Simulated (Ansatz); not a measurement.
## TlSe3I: complex band structure

Aim: relax a made-up compound, TlSe3I, and see how good a tunnel barrier it would be. It is built by putting Se for O in the TlIO3 structure of space group R3m, with the volume rescaled by atomic radii. The parent structure comes from the Materials Project.

Program: Ansatz 0.2.0. Level of theory: r2SCAN DFT, plane waves, PAW files, in the first sound run; inputs show where later runs differ. Results are calculated unless marked as measured.

The structure was built from a prototype and need not be the compound's stable phase.

## (1) Starting point

The structure is trigonal, space group R3m (No. 160). The conventional cell has a = 7.347 Å, b = 7.347 Å, c = 9.288 Å, α = 90.00°, β = 90.00°, γ = 120.00°. Tl has 3 Se at 3.43 Å nearest. Nearest to I lie 3 Se at 2.12 Å. Nearest to Se lie 1 I at 2.12 Å and 1 Tl at 3.43 Å. It derives from TlIO3. Se for O in the TlIO3 structure of space group R3m. Farther neighbours and most contacts between anions are not listed.

## (2) Cell and atoms at rest

The substituted atoms don't fit the parent's cell, so cell and atoms relax together. A small smearing keeps the run stable in case the gap closes on the way.

Input file input.yaml:

```yaml
crystal:
  lattice:
    - [3.6733829967, 2.120828662, 3.095863765]
    - [-3.6733829967, 2.120828662, 3.095863765]
    - [0.0, -4.2416573239, 3.095863765]
  atoms:
    - { symbol: Tl, position: [0.00875085, 0.00875085, 0.00875085] }
    - { symbol: I, position: [0.50186733, 0.50186733, 0.50186733] }
    - { symbol: Se, position: [0.90328765, 0.46189709, 0.46189709] }
    - { symbol: Se, position: [0.46189709, 0.90328765, 0.46189709] }
    - { symbol: Se, position: [0.46189709, 0.46189709, 0.90328765] }
kpoints:
  mp_grid: { grid: [4, 4, 4] }
scf:
  occupations: { method: gaussian, width: 0.03 }
hamiltonian:
  xc: r2scan
output:
  forces: true
  stress: true
relax:
  f_tol: 0.02
  max_steps: 60
  cell: {}
```

On the command line:

```bash
> ansatz run input.yaml --threads 2 --pin off --max-ram 4096MiB --backend cpu --events-out ev --progress --plain --runs-dir out
```

Numbers of over 12 decimals in the logs are rounded to 6 here.

The log of the run:

```text
Engine: ansatz 0.2.0, x86_64-unknown-linux-gnu
Pseudopotentials: kind: paw
Pseudopotential: Tl, paw, valence charge 13, recommended cutoff 500 eV (meta_gga), Tl.paw.azcp
Pseudopotential: I, paw, valence charge 17, recommended cutoff 500 eV (meta_gga), I.paw.azcp
Pseudopotential: Se, paw, valence charge 16, recommended cutoff 500 eV (meta_gga), Se.paw.azcp
Functional definition: r2SCAN
  parameter k0 = 0.174
  parameter k1 = 0.065
  parameter a1 = 4.9479
  exchange = r2scan_x(k0 = k0, k1 = k1, a1 = a1)
  correlation = r2scan_c
Crystal: 5 atoms, lattice volume = 144.712 Å³
Basis set: ecut = 500 eV, 3719 PW (Γ), exchange–correlation on 160×160×160 points (64 copies of the dense FFT grid, shifted against one another)
Bands: 47, of which v1, the nominal top of the filled ones, is band 39 counted from 1 (38 counted from 0)
Symmetry: 6 space group operations
Space group: R3m (ITA 160), of the structure as read, at distance tolerance 5.3e-5 Å
k-points: 13 of 64 (time reversal used)
Non-local potential: Tl, projectors of the file, l = 0: 2, l = 1: 2, l = 2: 2, l = 3: 1
Non-local potential: I, projectors of the file, l = 0: 2, l = 1: 2, l = 2: 2, l = 3: 2
Non-local potential: Se, projectors of the file, l = 0: 2, l = 1: 2, l = 2: 3, l = 3: 1
PAW form: soft (Blöchl's): semilocal exchange-correlation on the pseudo side does not see the compensation charge
PAW frozen core: Tl, regenerated for the run's functional (the file was generated under x = pbe(κ = 0.804, μ = 0.219515), c = pbe(β = 0.066725))
PAW frozen core: I, regenerated for the run's functional (the file was generated under x = pbe(κ = 0.804, μ = 0.219515), c = pbe(β = 0.066725))
PAW frozen core: Se, regenerated for the run's functional (the file was generated under x = pbe(κ = 0.804, μ = 0.219515), c = pbe(β = 0.066725))
PAW one-centre angular grid: Tl, 590 points (default); XC on 160 Gauss nodes
PAW one-centre angular grid: I, 590 points (default); XC on 160 Gauss nodes
PAW one-centre angular grid: Se, 590 points (default); XC on 160 Gauss nodes
Initial density: superposition of atomic densities (neutral atoms: chi_scale 0, normalization atom), corrected by the library's trained network
Initial wavefunctions: pseudopotential atomic-orbital guess
Functional: x = r2scan, c = r2scan; τ floored in thin density (d = 2e-4 eV/Å³)
SCF iter   1: F=—  HF=-35414.619403 eV  |F-HF|=—  |Δ(HF+E_count)|=         —  Δρ=6.25e-3  dr2=7.86e-2  dr2_τ=6.07e-2  ethr=1.77e-3  ⟨swp⟩=7.7  Hψ=2902  notcnv=0  defer=2
preconditioner: auto → Resta (q_TF=auto, 2.461 Å⁻¹)  ε∞=3.4  [insulator: Δε(μ)=1.431 eV  Ē_g=11.886 eV  σ=0.030 eV  W_gap=1.00  n_scr=32 (ndim 8)  ℏωp=18.5 eV  f_vac=0.060  D(μ)=0.00/eV (n_scr^D=0)  ε∞_Penn≈3.4]
SCF iter   2: F=—  HF=-35414.654550 eV  |F-HF|=—  |Δ(HF+E_count)|=   3.51e-2  Δρ=2.71e-3  dr2=1.18e-2  dr2_τ=5.08e-4  ethr=1.01e-4  ⟨swp⟩=4.0  Hψ=1563  notcnv=0  defer=31
SCF iter   3: F=—  HF=-35414.650934 eV  |F-HF|=—  |Δ(HF+E_count)|=   3.62e-3  Δρ=9.33e-4  dr2=1.49e-3  dr2_τ=2.44e-5  ethr=1.51e-5  ⟨swp⟩=2.0  Hψ=900  notcnv=0  defer=18
automatic band count: iteration 3 solves 46 bands in place of 47: the levels show a gap, and the empty bands left out lie too high to hold charge; the band table lists the bands solved (type scf.n_extra_bands for more)
SCF iter   4: F=—  HF=-35414.651190 eV  |F-HF|=—  |Δ(HF+E_count)|=   2.56e-4  Δρ=2.45e-4  dr2=7.20e-5  dr2_τ=6.16e-6  ethr=1.92e-6  ⟨swp⟩=2.0  Hψ=885  notcnv=0  defer=18
SCF iter   5: F=—  HF=-35414.651228 eV  |F-HF|=—  |Δ(HF+E_count)|=   3.80e-5  Δρ=7.86e-5  dr2=9.77e-6  dr2_τ=3.50e-7  ethr=9.23e-8  ⟨swp⟩=2.0  Hψ=1022  notcnv=0  defer=18
SCF iter   6: F=—  HF=-35414.651235 eV  |F-HF|=—  |Δ(HF+E_count)|=   6.41e-6  Δρ=1.60e-5  dr2=4.40e-7  dr2_τ=2.96e-8  ethr=1.25e-8  ⟨swp⟩=2.6  Hψ=1041  notcnv=0  defer=18
SCF iter   7: F=-35414.651235 eV  HF=-35414.651235 eV  |F-HF|=1.85e-8  |Δ(HF+E_count)|=   2.41e-7  Δρ=4.88e-6  dr2=3.42e-8  dr2_τ=3.21e-9  ethr=1.28e-10  ⟨swp⟩=5.0  Hψ=2140  notcnv=0
SCF 1 converged in 7 iterations: F = -35414.651235 eV  dr2 = 3.42e-8
  greatest PAW one-centre occupation: 1.000 electrons in one spin orbital (limit 2), on the Se atom at site 4 (counted from 0), in its partial waves of l = 2
relax step   1: F+E_penalty+E_count = -35414.65123503 eV  Δ(F+E_penalty+E_count) = +0.000e0 eV  max|allowed force component| = 1.082e1 eV/Å  Δτ_max = 0.0000 Å  P = +24.809 GPa  Ω = 144.712 Å³  (7 SCF iters, dr2 threshold 1.00e-7 eV, accepted)
Crystal: 5 atoms, lattice volume = 152.711 Å³
Basis set: ecut = 500 eV, 3863 PW (Γ), exchange–correlation on 160×160×160 points (64 copies of the dense FFT grid, shifted against one another)
Initial density: handed on by an earlier stage of this run
Initial wavefunctions: those handed on with the density
iter 1 solved again at ethr=3.61e-4 eV; its pass at ethr=3.10e-3 eV (dr2=2.81e-1 eV) is discarded
SCF iter   1: F=—  HF=-35417.858702 eV  |F-HF|=—  |Δ(HF+E_count)|=         —  Δρ=1.37e-2  dr2=2.83e-1  dr2_τ=6.21e-1  ethr=3.61e-4  ⟨swp⟩=1.9  Hψ=3126  notcnv=0
automatic band count: iteration 1 solves 46 bands in place of 47: the levels show a gap, and the empty bands left out lie too high to hold charge; the band table lists the bands solved (type scf.n_extra_bands for more)
preconditioner: auto → LDOS  [insulator: Δε(μ)=0.094 eV  Ē_g=11.117 eV  σ=0.030 eV  W_gap=0.71  n_scr=32 (ndim 8)  ℏωp=18.5 eV  f_vac=0.085  D(μ)=1.92/eV (n_scr^D=6)  ε∞_Penn≈3.8  β→1.0]
SCF iter   2: F=—  HF=-35418.595292 eV  |F-HF|=—  |Δ(HF+E_count)|=   7.37e-1  Δρ=6.97e-3  dr2=1.60e-1  dr2_τ=2.46e-3  ethr=3.61e-4  ⟨swp⟩=4.0  Hψ=1295  notcnv=0
SCF iter   3: F=—  HF=-35418.548872 eV  |F-HF|=—  |Δ(HF+E_count)|=   4.64e-2  Δρ=2.63e-3  dr2=1.67e-2  dr2_τ=2.89e-4  ethr=2.05e-4  ⟨swp⟩=8.2  Hψ=2153  notcnv=0  defer=25
automatic band count: iteration 3 solves 47 bands in place of 46: the levels no longer show a gap clear of their residuals, so the SCF keeps every band
SCF iter   4: F=—  HF=-35418.545834 eV  |F-HF|=—  |Δ(HF+E_count)|=   3.04e-3  Δρ=6.25e-4  dr2=7.21e-4  dr2_τ=3.14e-5  ethr=2.14e-5  ⟨swp⟩=3.0  Hψ=1350  notcnv=0  defer=28
SCF iter   5: F=—  HF=-35418.545861 eV  |F-HF|=—  |Δ(HF+E_count)|=   2.72e-5  Δρ=2.00e-4  dr2=1.05e-4  dr2_τ=7.35e-6  ethr=9.24e-7  ⟨swp⟩=2.0  Hψ=1093  notcnv=0  defer=28
SCF iter   6: F=—  HF=-35418.545866 eV  |F-HF|=—  |Δ(HF+E_count)|=   4.57e-6  Δρ=7.20e-5  dr2=8.19e-6  dr2_τ=4.28e-7  ethr=1.35e-7  ⟨swp⟩=2.0  Hψ=780  notcnv=0  defer=28
SCF iter   7: F=—  HF=-35418.545872 eV  |F-HF|=—  |Δ(HF+E_count)|=   6.00e-6  Δρ=2.41e-5  dr2=7.53e-7  dr2_τ=3.84e-8  ethr=1.05e-8  ⟨swp⟩=2.0  Hψ=1094  notcnv=0  defer=28
[...]
relax step  17: F+E_penalty+E_count = -35420.46479950 eV  Δ(F+E_penalty+E_count) = -2.377e-1 eV  max|allowed force component| = 7.814e-1 eV/Å  Δτ_max = 0.1281 Å  P = +1.149 GPa  Ω = 206.855 Å³  energy of the carried Pulay correction = -3.674e-3 eV  (8 SCF iters, dr2 threshold 5.00e-7 eV, accepted)
relax step  18: F+E_penalty+E_count = -35420.72115434 eV  Δ(F+E_penalty+E_count) = -2.564e-1 eV  max|allowed force component| = 2.574e-1 eV/Å  Δτ_max = 0.1084 Å  P = -0.003 GPa  Ω = 216.992 Å³  energy of the carried Pulay correction = -4.156e-3 eV  (8 SCF iters, dr2 threshold 5.00e-7 eV, accepted)
relax step  19: F+E_penalty+E_count = -35420.76171745 eV  Δ(F+E_penalty+E_count) = -4.056e-2 eV  max|allowed force component| = 2.445e-1 eV/Å  Δτ_max = 0.0883 Å  P = -0.126 GPa  Ω = 214.896 Å³  energy of the carried Pulay correction = -4.058e-3 eV  (7 SCF iters, dr2 threshold 5.00e-7 eV, accepted)
relax step  20: F+E_penalty+E_count = -35420.83477410 eV  Δ(F+E_penalty+E_count) = -7.306e-2 eV  max|allowed force component| = 2.050e-1 eV/Å  Δτ_max = 0.1710 Å  P = -0.213 GPa  Ω = 206.752 Å³  energy of the carried Pulay correction = -3.669e-3 eV  (8 SCF iters, dr2 threshold 5.00e-7 eV, accepted)
relax step  21: F+E_penalty+E_count = -35420.90967573 eV  Δ(F+E_penalty+E_count) = -7.490e-2 eV  max|allowed force component| = 2.021e-1 eV/Å  Δτ_max = 0.1992 Å  P = -0.048 GPa  Ω = 197.624 Å³  energy of the carried Pulay correction = -3.211e-3 eV  (8 SCF iters, dr2 threshold 5.00e-7 eV, accepted)
relax step  22: F+E_penalty+E_count = -35420.93148544 eV  Δ(F+E_penalty+E_count) = -2.181e-2 eV  max|allowed force component| = 1.498e-1 eV/Å  Δτ_max = 0.1937 Å  P = +0.146 GPa  Ω = 189.501 Å³  energy of the carried Pulay correction = -2.783e-3 eV  (8 SCF iters, dr2 threshold 5.00e-7 eV, accepted)
relax step  23: F+E_penalty+E_count = -35420.93940542 eV  Δ(F+E_penalty+E_count) = -7.920e-3 eV  max|allowed force component| = 8.577e-2 eV/Å  Δτ_max = 0.0214 Å  P = +0.055 GPa  Ω = 191.166 Å³  energy of the carried Pulay correction = -2.873e-3 eV  (6 SCF iters, dr2 threshold 5.00e-7 eV, accepted)
relax step  24: F+E_penalty+E_count = -35420.94230253 eV  Δ(F+E_penalty+E_count) = -2.897e-3 eV  max|allowed force component| = 9.244e-3 eV/Å  Δτ_max = 0.0274 Å  P = -0.002 GPa  Ω = 192.682 Å³  energy of the carried Pulay correction = -2.953e-3 eV  (6 SCF iters, dr2 threshold 4.60e-7 eV, accepted)
Basis set: ecut = 500 eV, 4891 PW (Γ), exchange–correlation on 180×180×180 points (64 copies of the dense FFT grid, shifted against one another)
Initial wavefunctions: pseudopotential atomic-orbital guess (no wavefunctions were taken with the density)
iter 1 solved again at ethr=1.94e-7 eV; its pass at ethr=3.10e-3 eV (dr2=1.51e-4 eV) is discarded
SCF iter   1: F=—  HF=-35420.895707 eV  |F-HF|=—  |Δ(HF+E_count)|=         —  Δρ=1.07e-3  dr2=1.21e-4  dr2_τ=4.72e-5  ethr=1.94e-7  ⟨swp⟩=3.4  Hψ=4043  notcnv=0
preconditioner: auto → Resta (q_TF=auto, 2.347 Å⁻¹)  ε∞=3.2  [insulator: Δε(μ)=1.350 eV  Ē_g=11.113 eV  σ=0.030 eV  W_gap=1.00  n_scr=32 (ndim 8)  ℏωp=16.5 eV  f_vac=0.185  D(μ)=0.00/eV (n_scr^D=0)  ε∞_Penn≈3.2]
SCF iter   2: F=—  HF=-35420.942932 eV  |F-HF|=—  |Δ(HF+E_count)|=   4.72e-2  Δρ=5.38e-4  dr2=2.40e-5  dr2_τ=2.29e-4  ethr=1.55e-7  ⟨swp⟩=2.9  Hψ=1021  notcnv=0
SCF iter   3: F=—  HF=-35420.946354 eV  |F-HF|=—  |Δ(HF+E_count)|=   3.42e-3  Δρ=2.57e-4  dr2=5.89e-6  dr2_τ=5.20e-5  ethr=3.07e-8  ⟨swp⟩=2.0  Hψ=858  notcnv=0
SCF iter   4: F=—  HF=-35420.947227 eV  |F-HF|=—  |Δ(HF+E_count)|=   8.73e-4  Δρ=2.66e-5  dr2=5.07e-7  dr2_τ=4.85e-7  ethr=7.55e-9  ⟨swp⟩=2.0  Hψ=858  notcnv=0
SCF iter   5: F=—  HF=-35420.947235 eV  |F-HF|=—  |Δ(HF+E_count)|=   8.30e-6  Δρ=4.86e-6  dr2=1.11e-7  dr2_τ=1.47e-9  ethr=6.50e-10  ⟨swp⟩=2.0  Hψ=1118  notcnv=0
SCF iter   6: F=—  HF=-35420.947235 eV  |F-HF|=—  |Δ(HF+E_count)|=   1.74e-8  Δρ=2.38e-6  dr2=3.16e-8  dr2_τ=5.45e-10  ethr=1.42e-10  ⟨swp⟩=2.0  Hψ=757  notcnv=0
SCF iter   7: F=—  HF=-35420.947235 eV  |F-HF|=—  |Δ(HF+E_count)|=   6.74e-9  Δρ=7.88e-7  dr2=3.20e-9  dr2_τ=3.41e-11  ethr=4.05e-11  ⟨swp⟩=2.0  Hψ=741  notcnv=0
SCF iter   8: F=—  HF=-35420.947235 eV  |F-HF|=—  |Δ(HF+E_count)|=  5.17e-10  Δρ=2.01e-7  dr2=1.71e-10  dr2_τ=2.94e-12  ethr=4.10e-12  ⟨swp⟩=2.0  Hψ=845  notcnv=0
SCF iter   9: F=-35420.947235 eV  HF=-35420.947235 eV  |F-HF|=7.28e-12  |Δ(HF+E_count)|=  4.37e-11  Δρ=3.37e-8  dr2=3.18e-12  dr2_τ=1.35e-13  ethr=1.00e-12  ⟨swp⟩=5.0  Hψ=2039  notcnv=0
SCF 25 converged in 9 iterations: F = -35420.947235 eV  dr2 = 3.18e-12
relax step  25: F+E_penalty+E_count = -35420.94723544 eV  Δ(F+E_penalty+E_count) = -4.933e-3 eV  max|allowed force component| = 9.419e-3 eV/Å  Δτ_max = 0.0000 Å  P = +0.004 GPa  Ω = 192.682 Å³  stress off target by 7.35e-3 GPa  SCF on the basis re-selected at this cell (its energy is not comparable with the rows above)  (9 SCF iters)
basis re-selected at this cell: Δ(F+E_penalty+E_count) = -4.933e-3 eV, ΔP = +0.006 GPa vs the last step (what re-selecting the basis moved, of the pressure what is left beyond the Pulay correction that the steps carried, after the strain that the cell walked since its last selection, with what the two solves' SCF thresholds leave and, on support functions, any second-order correction that the steps lacked; it is no measure of the basis error at this ecutwfc). The dense FFT grid was sized anew with the basis: this SCF ran on 45×45×45 points, the steps before it on 40×40×40, so part of this shift can come from that change (see relax.cell in the input reference). [rest of the remark cut]
SCF converged after 9 iterations
Free energy (F): -35420.947235 eV
Harris-Foulkes:  -35420.947235 eV  (|F-HF|=7.28e-12)
Internal energy: -35420.947235 eV  (E = F + TS)
E sigma→0 (E₀):  -35420.947235 eV
Fermi energy:    4.508397 eV
--- Per-component energies (eV) ---
  E_band       = -1861.337816
  E_kinetic    = 870.419117
  E_local      = -12525.429438  (includes V_loc(G=0)·N_el)
  E_nonlocal   = -1554.446651
  E_hartree    = 6004.240020
  E_xc         = -630.821713
  E_vxc        = -609.853805  (∫ρ·V_xc dr)
  E_paw        = -20805.461762  (= ΣΔE_a)
  E_vpaw       = -87.323376  (= ΣTr[D̂ρ^β])
  E_aug_tail   = -0.000637  (compensation charges beyond the density's cutoff)
  E_vtau       = 36.816835  (kinetic-family band-sum trace: ∫τ·v_τ [+ j·A + Jᵃ·Aᵃ] dr)
  E_ewald      = -6775.264676
  E_core_change = -4.181497  (= ΣΔE_core)
  E_smearing   = -0.000000  (= −TS)
  E_closure    = -0.000000  (closes the sum)
  Σ components = -35420.947235   (vs F -35420.947235, Δ=0.00e0)
--- Forces (eV/Å), atoms counted from 1 ---
  atom   1  Tl     0.00000000     0.00000000     0.00629818
  atom   2  I     -0.00000000    -0.00000000    -0.00615296
  atom   3  Se     0.00815735     0.00470965    -0.00004825
  atom   4  Se    -0.00815735     0.00470965    -0.00004825
  atom   5  Se    -0.00000000    -0.00941930    -0.00004825
  max |Σ_I F_I| component: 4.67e-7 eV/Å
--- Stress (GPa, compression-positive) ---
        0.003069      -0.000000      -0.000000
       -0.000000       0.003069       0.000000
       -0.000000       0.000000       0.007354
  P = ⅓ Tr σ = 0.0045 GPa (0.045 kbar)
--- Relaxed structure (24 steps of the walk, 24 accepted, 1 SCFs on fresh bases) ---
  F+E_penalty+E_count = -35420.94723544 eV   max|allowed force component| = 9.419e-3 eV/Å   (the final SCF, on the basis selected at the relaxed cell)
  cell:  # Å, volume = 192.6823 Å³
    - [3.995809, 2.306982, 3.483706]
    - [-3.995809, 2.306982, 3.483706]
    - [-2.7556183059744928e-17, -4.613963, 3.483706]
  atoms:
    - { symbol: Tl, position: [-0.030434, -0.030434, -0.030434] }
    - { symbol: I, position: [0.630705, 0.630705, 0.630705] }
    - { symbol: Se, position: [1.044393, 0.346518, 0.346518] }
    - { symbol: Se, position: [0.346518, 1.044393, 0.346518] }
    - { symbol: Se, position: [0.346518, 0.346518, 1.044393] }
```

The job ended after 4.1 min (2 threads of Intel Xeon Platinum 8375C at 2.90GHz (Ice Lake), shared host; peak memory 0.9 GiB; 8 min of CPU time).

The steps of the relaxation (22 of 25):

| step | energy less that of the first step (eV) | largest force component (eV/Å) | pressure (GPa) | volume (Å³) |
| --- | --- | --- | --- | --- |
| 1 | 0.0000 | 10.8169 | 24.81 | 144.71 |
| 2 | -3.8946 | 1.3607 | 5.32 | 152.71 |
| 3 | -4.3337 | 0.6430 | 2.70 | 158.60 |
| 4 | -4.5189 | 0.6327 | 0.49 | 166.25 |
| 6 | -4.6762 | 0.0261 | 0.34 | 169.88 |
| 7 | -4.6807 | 0.0550 | 0.06 | 172.47 |
| 8 | -4.6825 | 0.0803 | -0.03 | 173.74 |
| 9 | -4.6889 | 0.0988 | 0.05 | 174.31 |
| 10 | -4.7027 | 0.0507 | 0.14 | 175.34 |
| 11 | -4.7036 | 0.0380 | 0.06 | 175.91 |
| 12 | -4.7041 | 0.0280 | 0.01 | 175.71 |
| 14 | -4.7336 | 1.4049 | 1.63 | 168.35 |
| 15 | -5.0404 | 1.6767 | 4.94 | 175.74 |
| 16 | -5.5758 | 0.6125 | 0.80 | 189.37 |
| 17 | -5.8136 | 0.7814 | 1.15 | 206.86 |
| 18 | -6.0699 | 0.2574 | 0.00 | 216.99 |
| 19 | -6.1105 | 0.2445 | -0.13 | 214.90 |
| 20 | -6.1835 | 0.2050 | -0.21 | 206.75 |
| 22 | -6.2803 | 0.1498 | 0.15 | 189.50 |
| 23 | -6.2882 | 0.0858 | 0.05 | 191.17 |
| 24 | -6.2911 | 0.0092 | 0.00 | 192.68 |
| 25* | -6.2960 | 0.0094 | 0.00 | 192.68 |

Relaxation steps marked * repeat the geometry before them on a plane-wave basis chosen anew for their cell, so energy and pressure can jump there. Other such steps can lie between the rows shown.

Forces are held to the 6 operations that the run works with; a distortion that breaks them can't arise in this run.

| cell as run | before | after | change |
| --- | --- | --- | --- |
| a (Å) | 5.251 | 5.781 | +10.1 % |
| b (Å) | 5.251 | 5.781 | +10.1 % |
| c (Å) | 5.251 | 5.781 | +10.1 % |
| α (°) | 88.78 | 87.44 | -1.5 % |
| β (°) | 88.78 | 87.44 | -1.5 % |
| γ (°) | 88.78 | 87.44 | -1.5 % |
| volume (Å³/atom) | 28.94 | 38.54 | +33.1 % |

The atoms that moved most (Å, as changes of fractional coordinates times the final cell):

| atom | dx | dy | dz | length |
| --- | --- | --- | --- | --- |
| I2 | 0.000 | 0.000 | 1.346 | 1.346 |
| Se3 | 1.025 | 0.592 | -0.312 | 1.224 |
| Se4 | -1.025 | 0.592 | -0.312 | 1.224 |
| Se5 | 0.000 | -1.183 | -0.312 | 1.224 |
| Tl1 | 0.000 | 0.000 | -0.410 | 0.410 |

The relaxed structure:

```xyz
5
Lattice="3.9958 2.3070 3.4837 -3.9958 2.3070 3.4837 0.0000 -4.6140 3.4837" Properties=species:S:1:pos:R:3 pbc="T T T"
Tl    0.0000    0.0000   -0.3181
I     0.0000    0.0000    6.5916
Se    2.7886    1.6100    6.0527
Se   -2.7886    1.6100    6.0527
Se    0.0000   -3.2200    6.0527
```

Numbers from this step:

| Quantity | Value |
| --- | --- |
| free energy | -35420.9472 eV |
| Fermi energy | 4.508 eV |
| pressure | 0.004498 GPa |

The largest force component on a free atom ends at 0.0094 eV/Å.

[end of part 1 of 2]

[Logs are printed without paths, hosts, clocks, repeated set-up lines and the standing remarks that a program may print on its own settings, such as how far it seeks lower states.]

[Hosts, paths, dates, database ids (printed as entryN), source tags and the programs' standing remarks are cut or masked in the printed files.]
